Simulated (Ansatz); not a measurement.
# BaZn6Si, from a guessed structure to a relaxed one

This structure for BaZn6Si is made up. Its elements were placed in a known structure type with a cell scaled to their sizes. What cell does the guess relax to, and how far off was it?

Program: Ansatz 0.2.0. Level of theory: DFT, PBE, plane-wave PAW, files of the set soft_1, scalar-relativistic, no spin, cell and ions relaxed at zero pressure; PAW set soft_1, in the first sound run; inputs show where later runs differ. Results are calculated unless marked as measured.

### Step 1. Set-up

The structure is orthorhombic, space group Amm2 (No. 38). Conventional cell: a = 4.753 Å, b = 5.856 Å, c = 11.225 Å, α = 90.00°, β = 90.00°, γ = 90.00°. Ba has 2 Si at 2.95 Å and 10 Zn at 3.00 to 3.25 Å nearest. Nearest to Zn lie 10 Zn at 2.94 to 3.22 Å and 2 Si at 3.12 Å. Zn has 8 Zn at 2.94 to 3.03 Å and 2 Ba at 3.01 Å nearest. Zn has 7 Zn at 2.88 to 3.22 Å and 2 Si at 2.88 Å and 2 Ba at 3.00 Å nearest. Nearest to Zn lie 1 Si at 2.79 Å and 8 Zn at 2.86 to 3.04 Å and 2 Ba at 3.08 to 3.25 Å. Nearest to Si lie 6 Zn at 2.79 to 2.88 Å and 2 Ba at 2.95 Å. Farther neighbours are not listed.

### Step 2. Relaxing cell and atoms

The guess takes its coordinates from another compound and its volume from a rule, so the cell and any free coordinates are relaxed together.

input.yaml

```yaml
crystal:
  lattice:
    - [4.753, 0.0, 0.0]
    - [0.0, 2.928, 5.6125]
    - [0.0, -2.928, 5.6125]
  atoms:
    - { symbol: Ba, position: [0.5, 0.1735, 0.1735] }
    - { symbol: Zn, position: [0.0, 0.82, 0.82] }
    - { symbol: Zn, position: [0.0, 0.3382, 0.3382] }
    - { symbol: Zn, position: [0.0, 0.3254, 0.8248] }
    - { symbol: Zn, position: [0.0, 0.8248, 0.3254] }
    - { symbol: Zn, position: [0.5, 0.1743, 0.6859] }
    - { symbol: Zn, position: [0.5, 0.6859, 0.1743] }
    - { symbol: Si, position: [0.5, 0.6401, 0.6401] }
kpoints:
  mp_grid: { grid: [6, 5, 5] }
scf:
  occupations: { method: fermi_dirac, width: 0.05 }
hamiltonian:
  xc: pbe
  pseudopotentials: { kind: paw, azcp: { folder: soft_1 } }
relax:
  f_tol: 0.015
  max_steps: 70
  cell: {}
output:
  forces: true
  stress: true
```

The run is started by

```
$ ansatz run input.yaml --threads 4 --pin off --max-ram 10240MiB --backend cpu --events-out ev --progress --plain --runs-dir out
```

Numbers of over 12 decimals in the logs are rounded to 6 here.

Output:

```text
Engine: ansatz 0.2.0, x86_64-unknown-linux-gnu
Pseudopotentials: kind: paw
Pseudopotential: Ba, paw, valence charge 10, recommended cutoff 420 eV (normal), soft_1/Ba.paw.azcp
Pseudopotential: Zn, paw, valence charge 12, recommended cutoff 420 eV (normal), soft_1/Zn.paw.azcp
Pseudopotential: Si, paw, valence charge 4, recommended cutoff 420 eV (normal), soft_1/Si.paw.azcp
Functional definition: PBE
  parameter kappa = 0.804
  parameter beta = 0.066725
  exchange = pbe_x(kappa = kappa, mu = beta*pi^2/3)
  correlation = pbe_c(beta = beta)
Crystal: 8 atoms, lattice volume = 156.216 Å³
Basis set: ecut = 420 eV, 3069 PW (Γ), exchange–correlation on 64×90×90 points (8 copies of the dense FFT grid, shifted against one another)
Bands: 52, of which v1, the nominal top of the filled ones, is band 43 counted from 1 (42 counted from 0)
Symmetry: 4 space group operations
Space group: Amm2 (ITA 38), of the structure as read, at distance tolerance 5.4e-5 Å
k-points: 36 of 150 (time reversal used)
Non-local potential: Ba, projectors of the file, l = 0: 3, l = 1: 2, l = 2: 2, l = 3: 2
Non-local potential: Zn, projectors of the file, l = 0: 2, l = 1: 2, l = 2: 3, l = 3: 1
Non-local potential: Si, projectors of the file, l = 0: 2, l = 1: 2, l = 2: 1
PAW form: soft (Blöchl's): semilocal exchange-correlation on the pseudo side does not see the compensation charge
PAW one-centre angular grid: Ba, 194 points (default); XC on 64 Gauss nodes
PAW one-centre angular grid: Zn, 590 points (default); XC on 64 Gauss nodes
PAW one-centre angular grid: Si, 110 points (default); XC on 64 Gauss nodes
Initial density: superposition of atomic densities (chi_scale 0.1, normalization cell, long waves kept (reshape's long-wave potential 0.00 eV rms))
Initial wavefunctions: pseudopotential atomic-orbital guess
Functional: x = pbe(κ = 0.804, μ = 0.219515), c = pbe(β = 0.066725)
SCF iter   1: F=—  HF=-26503.045735 eV  |F-HF|=—  |Δ(HF+E_count)|=         —  Δρ=7.76e-2  dr2=2.24e1  ethr=3.10e-3  ⟨swp⟩=11.8  Hψ=10290  notcnv=0  defer=9
preconditioner: auto → Kerker (q_TF=auto, 2.470 Å⁻¹)  [metal: Δε(μ)=0.032 eV  Ē_g=7.801 eV  σ=0.050 eV  W_gap=0.16  n_scr=40 (ndim 8)  ℏωp=27.2 eV  f_vac=0.000  D(μ)=3.63/eV (n_scr^D=24)]
SCF iter   2: F=—  HF=-26499.460304 eV  |F-HF|=—  |Δ(HF+E_count)|=    3.59e0  Δρ=3.44e-2  dr2=6.04e0  ethr=3.10e-3  ⟨swp⟩=3.9  Hψ=4070  notcnv=0  defer=70
SCF iter   3: F=—  HF=-26498.270675 eV  |F-HF|=—  |Δ(HF+E_count)|=    1.19e0  Δρ=2.16e-2  dr2=2.43e0  ethr=3.10e-3  ⟨swp⟩=3.1  Hψ=3999  notcnv=0  defer=66
SCF iter   4: F=—  HF=-26497.678398 eV  |F-HF|=—  |Δ(HF+E_count)|=   5.92e-1  Δρ=9.04e-3  dr2=1.09e-1  ethr=2.82e-3  ⟨swp⟩=4.8  Hψ=3874  notcnv=0  defer=66
SCF iter   5: F=—  HF=-26497.677150 eV  |F-HF|=—  |Δ(HF+E_count)|=   1.25e-3  Δρ=2.55e-3  dr2=9.81e-3  ethr=1.26e-4  ⟨swp⟩=4.7  Hψ=4198  notcnv=0  defer=58
SCF iter   6: F=—  HF=-26497.675600 eV  |F-HF|=—  |Δ(HF+E_count)|=   1.55e-3  Δρ=1.35e-3  dr2=1.58e-3  ethr=1.14e-5  ⟨swp⟩=2.0  Hψ=3271  notcnv=0  defer=57
SCF iter   7: F=—  HF=-26497.675290 eV  |F-HF|=—  |Δ(HF+E_count)|=   3.11e-4  Δρ=6.49e-4  dr2=4.96e-4  ethr=1.83e-6  ⟨swp⟩=2.0  Hψ=3100  notcnv=0  defer=57
SCF iter   8: F=—  HF=-26497.675269 eV  |F-HF|=—  |Δ(HF+E_count)|=   2.07e-5  Δρ=1.99e-4  dr2=7.13e-5  ethr=5.77e-7  ⟨swp⟩=2.0  Hψ=3115  notcnv=0  defer=57
SCF iter   9: F=—  HF=-26497.675256 eV  |F-HF|=—  |Δ(HF+E_count)|=   1.24e-5  Δρ=3.55e-5  dr2=2.29e-6  ethr=8.29e-8  ⟨swp⟩=3.0  Hψ=3407  notcnv=0  defer=57
SCF iter  10: F=—  HF=-26497.675257 eV  |F-HF|=—  |Δ(HF+E_count)|=   7.21e-7  Δρ=4.36e-5  dr2=1.70e-6  ethr=2.66e-9  ⟨swp⟩=2.0  Hψ=3216  notcnv=0  defer=57
SCF iter  11: F=—  HF=-26497.675256 eV  |F-HF|=—  |Δ(HF+E_count)|=   7.64e-7  Δρ=9.52e-6  dr2=1.31e-7  ethr=1.97e-9  ⟨swp⟩=2.0  Hψ=3096  notcnv=0  defer=57
SCF iter  12: F=-26497.675256 eV  HF=-26497.675256 eV  |F-HF|=6.03e-8  |Δ(HF+E_count)|=   2.19e-8  Δρ=5.77e-6  dr2=3.12e-8  ethr=1.16e-10  ⟨swp⟩=4.1  Hψ=6555  notcnv=0
SCF 1 converged in 12 iterations: F = -26497.675256 eV  dr2 = 3.12e-8
  greatest PAW one-centre occupation: 0.983 electrons in one spin orbital (limit 2), on the Zn atom at site 1 (counted from 0), in its partial waves of l = 2
relax step   1: F+E_penalty+E_count = -26497.67525630 eV  Δ(F+E_penalty+E_count) = +0.000e0 eV  max|allowed force component| = 1.044e0 eV/Å  Δτ_max = 0.0000 Å  P = +2.651 GPa  Ω = 156.216 Å³  (12 SCF iters, dr2 threshold 1.00e-7 eV, accepted)
Crystal: 8 atoms, lattice volume = 163.733 Å³
Basis set: ecut = 420 eV, 3209 PW (Γ), exchange–correlation on 64×90×90 points (8 copies of the dense FFT grid, shifted against one another)
Initial density: handed on by an earlier stage of this run
Initial wavefunctions: those handed on with the density
iter 1 solved again at ethr=5.86e-4 eV; its pass at ethr=3.10e-3 eV (dr2=5.04e-1 eV) is discarded
SCF iter   1: F=—  HF=-26498.310702 eV  |F-HF|=—  |Δ(HF+E_count)|=         —  Δρ=8.52e-3  dr2=5.07e-1  ethr=5.86e-4  ⟨swp⟩=1.9  Hψ=10178  notcnv=0
preconditioner: auto → Kerker (q_TF=auto, 2.451 Å⁻¹)  [metal: Δε(μ)=0.031 eV  Ē_g=9.711 eV  σ=0.050 eV  W_gap=0.15  n_scr=40 (ndim 8)  ℏωp=26.9 eV  f_vac=0.000  D(μ)=4.82/eV (n_scr^D=28)]
SCF iter   2: F=—  HF=-26498.244781 eV  |F-HF|=—  |Δ(HF+E_count)|=   6.59e-2  Δρ=5.35e-3  dr2=2.28e-1  ethr=5.86e-4  ⟨swp⟩=2.0  Hψ=2151  notcnv=0
SCF iter   3: F=—  HF=-26498.206488 eV  |F-HF|=—  |Δ(HF+E_count)|=   3.83e-2  Δρ=5.09e-3  dr2=3.10e-2  ethr=2.65e-4  ⟨swp⟩=3.2  Hψ=3914  notcnv=0
SCF iter   4: F=—  HF=-26498.191138 eV  |F-HF|=—  |Δ(HF+E_count)|=   1.54e-2  Δρ=1.30e-3  dr2=2.94e-3  ethr=3.61e-5  ⟨swp⟩=2.0  Hψ=3794  notcnv=0  defer=66
SCF iter   5: F=—  HF=-26498.190953 eV  |F-HF|=—  |Δ(HF+E_count)|=   1.85e-4  Δρ=2.71e-4  dr2=2.01e-4  ethr=3.41e-6  ⟨swp⟩=2.2  Hψ=3317  notcnv=0  defer=66
SCF iter   6: F=—  HF=-26498.190940 eV  |F-HF|=—  |Δ(HF+E_count)|=   1.25e-5  Δρ=2.42e-4  dr2=5.54e-5  ethr=2.33e-7  ⟨swp⟩=2.0  Hψ=3299  notcnv=0  defer=66
SCF iter   7: F=—  HF=-26498.190929 eV  |F-HF|=—  |Δ(HF+E_count)|=   1.17e-5  Δρ=1.30e-4  dr2=1.77e-5  ethr=6.45e-8  ⟨swp⟩=2.0  Hψ=3109  notcnv=0  defer=66
SCF iter   8: F=—  HF=-26498.190927 eV  |F-HF|=—  |Δ(HF+E_count)|=   1.50e-6  Δρ=2.87e-5  dr2=1.51e-6  ethr=2.05e-8  ⟨swp⟩=2.0  Hψ=3117  notcnv=0  defer=66
SCF iter   9: F=-26498.190927 eV  HF=-26498.190927 eV  |F-HF|=7.91e-8  |Δ(HF+E_count)|=   5.38e-9  Δρ=9.32e-6  dr2=1.64e-7  ethr=9.30e-10  ⟨swp⟩=4.0  Hψ=6652  notcnv=0
SCF 2 converged in 9 iterations: F = -26498.190927 eV  dr2 = 1.64e-7
[...]
relax step  15: F+E_penalty+E_count = -26500.01786918 eV  Δ(F+E_penalty+E_count) = -6.170e-2 eV  max|allowed force component| = 3.073e-2 eV/Å  Δτ_max = 0.0131 Å  P = +1.162 GPa  Ω = 168.421 Å³  energy of the carried Pulay correction = -7.471e-4 eV  (6 SCF iters, dr2 threshold 8.00e-7 eV, accepted)
relax step  16: F+E_penalty+E_count = -26500.09611155 eV  Δ(F+E_penalty+E_count) = -7.824e-2 eV  max|allowed force component| = 5.267e-2 eV/Å  Δτ_max = 0.0341 Å  P = +1.014 GPa  Ω = 170.013 Å³  energy of the carried Pulay correction = -1.364e-3 eV  (7 SCF iters, dr2 threshold 8.00e-7 eV, accepted)
relax step  17: F+E_penalty+E_count = -26500.16773324 eV  Δ(F+E_penalty+E_count) = -7.162e-2 eV  max|allowed force component| = 4.274e-2 eV/Å  Δτ_max = 0.0426 Å  P = +0.684 GPa  Ω = 172.882 Å³  energy of the carried Pulay correction = -2.501e-3 eV  (8 SCF iters, dr2 threshold 8.00e-7 eV, accepted)
relax step  18: F+E_penalty+E_count = -26500.18677992 eV  Δ(F+E_penalty+E_count) = -1.905e-2 eV  max|allowed force component| = 2.526e-2 eV/Å  Δτ_max = 0.0306 Å  P = +0.107 GPa  Ω = 176.196 Å³  energy of the carried Pulay correction = -3.836e-3 eV  (8 SCF iters, dr2 threshold 8.00e-7 eV, accepted)
relax step  19: F+E_penalty+E_count = -26500.18727811 eV  Δ(F+E_penalty+E_count) = -4.982e-4 eV  max|allowed force component| = 2.009e-2 eV/Å  Δτ_max = 0.0095 Å  P = +0.027 GPa  Ω = 176.425 Å³  energy of the carried Pulay correction = -3.910e-3 eV  (7 SCF iters, dr2 threshold 1.16e-7 eV, accepted)
relax step  20: F+E_penalty+E_count = -26500.18759970 eV  Δ(F+E_penalty+E_count) = -3.216e-4 eV  max|allowed force component| = 1.126e-2 eV/Å  Δτ_max = 0.0153 Å  P = -0.077 GPa  Ω = 176.548 Å³  energy of the carried Pulay correction = -3.959e-3 eV  (8 SCF iters, dr2 threshold 3.52e-8 eV, accepted)
relax step  21: F+E_penalty+E_count = -26500.18783568 eV  Δ(F+E_penalty+E_count) = -2.360e-4 eV  max|allowed force component| = 1.047e-2 eV/Å  Δτ_max = 0.0027 Å  P = -0.022 GPa  Ω = 176.342 Å³  energy of the carried Pulay correction = -3.868e-3 eV  (7 SCF iters, dr2 threshold 2.88e-8 eV, accepted)
Basis set: ecut = 420 eV, 3451 PW (Γ), exchange–correlation on 60×120×120 points (8 copies of the dense FFT grid, shifted against one another)
iter 1 solved again at ethr=4.66e-7 eV; its pass at ethr=3.10e-3 eV (dr2=4.01e-4 eV) is discarded
SCF iter   1: F=—  HF=-26500.164917 eV  |F-HF|=—  |Δ(HF+E_count)|=         —  Δρ=1.07e-3  dr2=3.14e-4  ethr=4.66e-7  ⟨swp⟩=3.1  Hψ=15374  notcnv=0
preconditioner: auto → LDOS  [metal: Δε(μ)=0.013 eV  Ē_g=9.479 eV  σ=0.050 eV  W_gap=0.06  n_scr=44 (ndim 8)  ℏωp=25.6 eV  f_vac=0.060  D(μ)=3.12/eV (n_scr^D=18)  β→1.0]
SCF iter   2: F=—  HF=-26500.191514 eV  |F-HF|=—  |Δ(HF+E_count)|=   2.66e-2  Δρ=1.39e-4  dr2=2.21e-4  ethr=3.65e-7  ⟨swp⟩=2.8  Hψ=3488  notcnv=0
SCF iter   3: F=—  HF=-26500.191380 eV  |F-HF|=—  |Δ(HF+E_count)|=   1.34e-4  Δρ=1.19e-4  dr2=3.26e-5  ethr=2.57e-7  ⟨swp⟩=2.9  Hψ=3194  notcnv=0
SCF iter   4: F=—  HF=-26500.191396 eV  |F-HF|=—  |Δ(HF+E_count)|=   1.56e-5  Δρ=9.56e-5  dr2=1.95e-5  ethr=3.80e-8  ⟨swp⟩=2.0  Hψ=3096  notcnv=0
SCF iter   5: F=—  HF=-26500.191452 eV  |F-HF|=—  |Δ(HF+E_count)|=   5.66e-5  Δρ=4.01e-5  dr2=3.19e-6  ethr=2.26e-8  ⟨swp⟩=2.0  Hψ=3223  notcnv=0
SCF iter   6: F=—  HF=-26500.191501 eV  |F-HF|=—  |Δ(HF+E_count)|=   4.90e-5  Δρ=1.22e-5  dr2=1.95e-7  ethr=3.71e-9  ⟨swp⟩=2.0  Hψ=3164  notcnv=0
SCF iter   7: F=—  HF=-26500.191502 eV  |F-HF|=—  |Δ(HF+E_count)|=   3.95e-7  Δρ=7.92e-6  dr2=7.88e-8  ethr=2.27e-10  ⟨swp⟩=2.0  Hψ=3270  notcnv=0
SCF iter   8: F=—  HF=-26500.191502 eV  |F-HF|=—  |Δ(HF+E_count)|=   4.76e-8  Δρ=1.52e-6  dr2=1.01e-8  ethr=9.17e-11  ⟨swp⟩=2.0  Hψ=3212  notcnv=0
SCF iter   9: F=—  HF=-26500.191502 eV  |F-HF|=—  |Δ(HF+E_count)|=   4.47e-9  Δρ=5.81e-7  dr2=9.04e-10  ethr=1.17e-11  ⟨swp⟩=2.0  Hψ=2433  notcnv=0
SCF iter  10: F=—  HF=-26500.191502 eV  |F-HF|=—  |Δ(HF+E_count)|=  2.15e-10  Δρ=4.79e-7  dr2=2.83e-10  ethr=1.05e-12  ⟨swp⟩=2.0  Hψ=3294  notcnv=0
SCF iter  11: F=-26500.191502 eV  HF=-26500.191502 eV  |F-HF|=4.47e-10  |Δ(HF+E_count)|=  1.35e-10  Δρ=2.23e-7  dr2=6.00e-11  ethr=1.00e-12  ⟨swp⟩=3.9  Hψ=7923  notcnv=0
SCF 22 converged in 11 iterations: F = -26500.191502 eV  dr2 = 6.00e-11
relax step  22: F+E_penalty+E_count = -26500.19150179 eV  Δ(F+E_penalty+E_count) = -3.666e-3 eV  max|allowed force component| = 9.968e-3 eV/Å  Δτ_max = 0.0000 Å  P = +0.001 GPa  Ω = 176.342 Å³  stress off target by 4.52e-2 GPa  SCF on the basis re-selected at this cell (its energy is not comparable with the rows above)  (11 SCF iters)
basis re-selected at this cell: Δ(F+E_penalty+E_count) = -3.666e-3 eV, ΔP = +0.023 GPa vs the last step (what re-selecting the basis moved, of the pressure what is left beyond the Pulay correction that the steps carried, after the strain that the cell walked since its last selection, with what the two solves' SCF thresholds leave and, on support functions, any second-order correction that the steps lacked; it is no measure of the basis error at this ecutwfc). The dense FFT grid was sized anew with the basis: this SCF ran on 30×60×60 points, the steps before it on 30×54×54, so part of this shift can come from that change (see relax.cell in the input reference). [rest of the remark cut]
SCF converged after 11 iterations
Free energy (F): -26500.191502 eV
Harris-Foulkes:  -26500.191502 eV  (|F-HF|=4.47e-10)
Internal energy: -26500.166423 eV  (E = F + TS)
E sigma→0 (E₀):  -26500.178963 eV
Entropy (-TS):   -0.025078 eV (-3.135 meV/atom)
Fermi energy:    8.182412 eV
--- Per-component energies (eV) ---
  E_band       = 54.781951
  E_kinetic    = 1081.301579
  E_local      = -15432.906585  (includes V_loc(G=0)·N_el)
  E_nonlocal   = 5014.638424
  E_hartree    = 6207.471032
  E_xc         = -724.716671
  E_vxc        = -481.281697  (∫ρ·V_xc dr)
  E_paw        = -17079.717506  (= ΣΔE_a)
  E_vpaw       = -2541.909899  (= ΣTr[D̂ρ^β])
  E_aug_tail   = -0.001546  (compensation charges beyond the density's cutoff)
  E_ewald      = -5566.235150
  E_smearing   = -0.025078  (= −TS)
  E_closure    = -0.000000  (closes the sum)
  Σ components = -26500.191502   (vs F -26500.191502, Δ=0.00e0)
--- Forces (eV/Å), atoms counted from 1 ---
  atom   1  Ba     0.00000000    -0.00000000     0.00190001
  atom   2  Zn     0.00000000     0.00000000    -0.00053681
  atom   3  Zn     0.00000000     0.00000000    -0.00210021
  atom   4  Zn    -0.00000000     0.00163120    -0.00114791
  atom   5  Zn     0.00000000    -0.00163120    -0.00114791
  atom   6  Zn    -0.00000000    -0.00234230    -0.00346814
  atom   7  Zn     0.00000000     0.00234230    -0.00346814
  atom   8  Si     0.00000000     0.00000000     0.00996821
  max |Σ_I F_I| component: 8.94e-7 eV/Å
--- Stress (GPa, compression-positive) ---
       -0.022950      -0.000000      -0.000000
       -0.000000      -0.019046       0.000000
       -0.000000       0.000000       0.045239
  P = ⅓ Tr σ = 0.0011 GPa (0.011 kbar)
--- Relaxed structure (20 steps of the walk, 18 accepted, 2 SCFs on fresh bases) ---
  F+E_penalty+E_count = -26500.19150179 eV   max|allowed force component| = 9.968e-3 eV/Å   (the final SCF, on the basis selected at the relaxed cell)
  cell:  # Å, volume = 176.3418 Å³
    - [4.367335, 2.985335089308037e-17, -8.023894258492088e-17]
    - [-7.635818511317677e-17, 2.596704, 7.774748]
    - [-1.131394228219667e-16, -2.596704, 7.774748]
  atoms:
    - { symbol: Ba, position: [0.5, 0.205383, 0.205383] }
    - { symbol: Zn, position: [-7.482988186945073e-18, 0.877079, 0.877079] }
    - { symbol: Zn, position: [-5.398648362532279e-18, 0.379380, 0.379380] }
    - { symbol: Zn, position: [3.831993192498955e-18, 0.291217, 0.811330] }
    - { symbol: Zn, position: [2.415349549554929e-18, 0.811330, 0.291217] }
    - { symbol: Zn, position: [0.5, 0.170948, 0.679826] }
    - { symbol: Zn, position: [0.5, 0.679826, 0.170948] }
    - { symbol: Si, position: [0.5, 0.567038, 0.567038] }
```

Run time: 90 s. Hardware: 4 threads of Intel Xeon 6975P-C (Granite Rapids), shared host; peak memory 0.73 GiB; 5.8 min of CPU time.

The steps of the relaxation:

```
step  energy less that of the first step (eV)  largest force component (eV/Å)  pressure (GPa)  volume (Å³)
   1                                   0.0000                          1.0443            2.65       156.22
   2                                  -0.5157                          0.8249            0.00       163.73
   3                                  -0.9636                          0.4063           -0.08       164.01
   4                                  -1.3982                          0.3468            0.32       163.18
   5                                  -1.6959                          0.1961            0.23       163.06
   6                                  -1.8741                          0.1744            0.53       162.85
   7                                  -2.0240                          0.1973            0.23       163.98
   8                                  -2.0821                          0.1651            0.47       164.75
   9                                  -2.0697                          0.1731           -0.91       169.23
  10                                  -2.0915                          0.0496            0.37       165.86
  11                                  -2.0793                          0.0809           -1.01       168.67
  12                                  -2.0925                          0.0337            0.13       166.22
  13                                  -2.0930                          0.0059            0.00       166.69
 14*                                  -2.2809                          0.0199            1.56       166.69
  15                                  -2.3426                          0.0307            1.16       168.42
  16                                  -2.4209                          0.0527            1.01       170.01
  17                                  -2.4925                          0.0427            0.68       172.88
  18                                  -2.5115                          0.0253            0.11       176.20
  19                                  -2.5120                          0.0201            0.03       176.42
  20                                  -2.5123                          0.0113           -0.08       176.55
  21                                  -2.5126                          0.0105           -0.02       176.34
 22*                                  -2.5162                          0.0100            0.00       176.34
```

Relaxation steps marked * repeat the geometry before them on a plane-wave basis chosen anew for their cell, so energy and pressure can jump there. Relaxation steps 9, 11 were tried and not accepted.

Forces are held to the 4 operations that the run works with; a distortion that breaks them can't arise in this run.

```csv
cell as run,before,after,change
a (Å),4.753,4.367,-8.1 %
b (Å),6.330,8.197,+29.5 %
c (Å),6.330,8.197,+29.5 %
α (°),55.10,36.94,-33.0 %
volume (Å³/atom),19.53,22.04,+12.9 %
```

The atoms that moved most (Å, as changes of fractional coordinates times the final cell):

| atom | dx | dy | dz | length |
| --- | --- | --- | --- | --- |
| Si8 | 0.000 | 0.000 | -1.136 | 1.136 |
| Zn2 | 0.000 | 0.000 | 0.888 | 0.888 |
| Zn3 | 0.000 | 0.000 | 0.640 | 0.640 |
| Ba1 | 0.000 | 0.000 | 0.496 | 0.496 |
| Zn4 | 0.000 | -0.054 | -0.370 | 0.374 |
| Zn5 | 0.000 | 0.054 | -0.370 | 0.374 |
| Zn6 | 0.000 | 0.007 | -0.073 | 0.074 |
| Zn7 | 0.000 | -0.007 | -0.073 | 0.074 |

Numbers from this step:

* free energy: -26500.1915 eV
* energy at zero smearing: -26500.1790 eV
* smearing term TS: 0.02508 eV
* Fermi energy: 8.182 eV
* electrons: 86
* symmetry operations: 4
* pressure: 0.001081 GPa

The shortest distance of each pair, which need not be the same contact before and after:

| pair | guess (Å) | relaxed (Å) |
| --- | --- | --- |
| Zn–Zn | 2.860 | 2.492 |
| Si–Zn | 2.793 | 2.569 |
| Ba–Si | 2.952 | 3.372 |
| Ba–Zn | 3.003 | 3.473 |
| Ba–Ba | 4.753 | 4.367 |

The relaxation ends with a largest force component of 0.0100 eV/Å and a pressure of 0.00 GPa.

[end of part 1 of 2]

[Logs are printed without paths, hosts, clocks, repeated set-up lines and the standing remarks that a program may print on its own settings, such as how far it seeks lower states.]

[Hosts, paths, dates, database ids (printed as entryN), source tags and the programs' standing remarks are cut or masked in the printed files.]
